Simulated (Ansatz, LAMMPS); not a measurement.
**Amorphous 29Ga2O3-71GeO2 (mol %) (86 atoms), the frame at 154 fs of a trajectory (instantaneous temperature 377 K)**

The starting structure: 86 atoms (14 Fe, 17 Ge, 55 O) placed at random at 3.74 g/cm³, melted at 5000 K for 10 ps at fixed volume with the Morse and Coulomb pair potential with partial charges (Pedone, Malavasi, Menziani, Cormack and Segre, J. Phys. Chem. B 110, 11780 (2006)). Quenched from 5000 K to 300 K at 100 K/ps and fixed volume, held 5 ps, then minimised at fixed cell. Then Fe was replaced by Ga and the cell scaled by 1.006 (the potential has no terms for the new elements, so the cell is a start for a DFT relaxation).

Geometry: the frame at 154 fs of a trajectory (instantaneous temperature 377 K). Computed with Ansatz 0.2.0: Kohn-Sham DFT, PBE, PAW (set soft_2), plane waves; cutoff 420 eV, Γ point, fixed occupations; density 3.92 g/cm³.

Cell vectors (Å):

```
10.944 0.000 0.000
0.000 10.944 0.000
0.000 0.000 10.944
```

Positions in Å, forces in eV/Å:

```tsv
atom	x	y	z	fx	fy	fz
Ga1	0.781	8.406	10.794	1.049	0.419	0.765
Ga2	8.805	3.995	0.219	1.775	0.378	-0.304
Ga3	10.325	9.999	2.369	-0.394	-0.182	-0.680
Ga4	2.678	6.258	9.217	-0.036	-0.684	-0.768
Ga5	4.193	1.468	0.419	-1.357	-0.110	-0.018
Ga6	2.249	10.369	2.471	0.214	-0.632	-0.143
Ga7	6.543	5.987	1.594	0.163	1.112	-0.784
Ga8	8.637	9.845	9.235	-0.600	1.378	0.099
Ga9	5.758	8.022	9.567	-0.057	-0.402	0.278
Ga10	3.729	7.972	0.846	0.079	1.145	0.058
Ga11	4.724	10.318	3.339	1.466	-0.872	0.102
Ga12	8.738	7.572	0.279	-0.909	-0.189	1.143
Ga13	7.224	8.487	4.106	-0.569	0.190	-0.333
Ga14	6.330	2.768	10.560	0.729	0.405	-0.096
Ge15	10.194	6.718	8.995	-0.327	-3.038	-0.829
Ge16	1.356	3.485	10.620	-0.079	-1.554	0.061
Ge17	8.771	2.014	2.918	0.262	-0.394	1.268
Ge18	5.460	3.099	2.912	-0.077	-1.559	1.703
Ge19	4.191	1.036	8.222	1.317	0.591	1.079
Ge20	1.699	10.897	10.475	0.124	1.312	0.305
Ge21	6.475	10.196	0.818	1.280	-0.396	0.353
Ge22	9.572	6.890	3.144	-0.117	-1.232	0.692
Ge23	9.263	7.199	6.065	-0.933	-1.311	-0.201
Ge24	5.987	9.510	6.857	0.911	-0.222	-0.723
Ge25	9.570	2.054	8.676	0.385	-0.024	0.771
Ge26	10.874	1.622	5.710	-0.200	0.952	-0.860
Ge27	3.481	7.542	6.349	0.397	-0.034	0.298
Ge28	4.535	6.178	3.413	0.246	1.468	0.373
Ge29	3.248	1.704	5.221	-0.014	0.108	-0.604
Ge30	1.664	5.645	2.155	0.385	2.090	-1.142
Ge31	0.798	9.467	5.486	1.343	-0.382	-0.530
O32	9.673	5.723	10.440	-0.088	0.177	-0.447
O33	2.482	8.962	5.880	-0.612	-0.096	0.102
O34	0.285	6.420	2.929	0.317	-0.109	0.438
O35	8.923	0.451	8.297	0.256	-0.264	0.427
O36	10.706	8.210	6.056	-0.259	-0.769	0.497
O37	9.485	6.025	7.488	0.576	1.511	0.219
O38	2.209	1.816	0.018	-0.288	0.082	-0.706
O39	0.141	10.903	6.204	-0.076	-0.300	0.888
O40	3.571	8.920	2.691	-0.560	0.140	-0.329
O41	0.954	7.174	9.333	-0.839	0.338	-0.078
O42	6.012	9.620	5.013	-0.476	0.542	1.099
O43	8.550	6.383	1.784	-0.195	-0.468	-0.190
O44	8.178	2.705	9.672	-0.357	1.034	0.735
O45	8.117	9.786	0.136	-0.584	-0.201	-0.038
O46	2.841	5.424	3.456	0.403	0.246	-0.208
O47	0.849	10.899	1.327	0.262	0.100	0.878
O48	10.399	2.552	7.186	0.052	0.123	0.443
O49	2.257	4.479	9.589	0.713	0.749	-0.965
O50	7.068	9.067	8.379	-1.110	0.089	-0.019
O51	4.841	2.312	9.554	-0.521	-0.066	-0.914
O52	4.037	7.218	9.968	0.643	-0.048	-0.667
O53	0.788	9.824	3.724	0.011	0.005	-0.542
O54	3.454	0.056	9.457	-1.211	-0.113	0.485
O55	10.417	8.443	1.168	-0.859	-0.320	-0.536
O56	9.420	3.349	1.911	-0.699	-0.502	-0.246
O57	0.284	10.120	9.735	0.414	-0.004	-0.180
O58	5.453	0.203	7.311	0.202	0.447	0.040
O59	3.246	1.878	7.040	-0.334	0.346	-0.931
O60	6.921	1.960	3.242	-0.363	1.414	-0.638
O61	9.288	8.132	9.497	0.655	0.306	-0.508
O62	6.400	7.138	3.172	-0.628	-0.064	0.269
O63	7.731	8.111	5.915	0.946	-0.421	0.571
O64	1.195	4.242	1.236	-0.439	-0.664	0.639
O65	2.448	9.375	0.108	-0.175	-1.195	0.385
O66	6.458	9.938	2.599	-0.624	0.521	-0.862
O67	7.009	4.347	0.534	-0.288	-0.884	-0.537
O68	2.715	6.328	7.318	0.068	-0.045	0.574
O69	5.759	4.820	3.164	0.480	-0.353	0.083
O70	3.772	0.476	1.974	0.136	0.290	-0.210
O71	4.798	8.340	7.448	-0.650	-0.574	-0.064
O72	4.608	6.884	5.131	-0.616	-0.310	-0.804
O73	10.680	2.950	9.988	-0.425	-0.341	-0.052
O74	9.056	0.352	2.400	-0.169	0.527	-0.098
O75	1.487	2.015	4.901	0.225	0.316	0.082
O76	2.129	6.935	0.874	-1.489	-0.722	0.547
O77	5.253	9.169	0.039	-0.216	0.662	0.354
O78	4.613	6.500	1.539	0.701	-1.271	1.474
O79	9.026	8.599	3.373	0.554	0.052	0.277
O80	9.179	5.987	4.724	0.392	1.427	-0.721
O81	3.588	0.066	4.597	-0.724	0.994	0.537
O82	9.489	2.001	4.684	-0.323	0.173	-1.133
O83	6.060	0.898	0.264	0.461	0.116	0.332
O84	4.308	2.907	4.388	0.282	-0.422	-0.493
O85	4.749	3.091	1.277	0.266	-0.573	-0.254
O86	6.892	7.086	10.848	0.722	0.038	-0.337
```

The quench rate of 100 K/ps is many orders above laboratory rates, so the cell is likely richer in defects and strain than a real sample. The network of bonds at the start is that of the classical potential that made the cell. Only the Γ point is sampled, in a cell whose shortest periodic width is 11 Å.

The r.m.s. force component is 0.685 eV/Å; the longest force, 3.17 eV/Å, acts on Ge15. The energy lies 25.8 meV/atom below that of the first step of this run.

[Logs are printed without paths, hosts, clocks, repeated set-up lines and the standing remarks that a program may print on its own settings, such as how far it seeks lower states.]

[Hosts, paths, dates, database ids (printed as entryN), source tags and the programs' standing remarks are cut or masked in the printed files.]
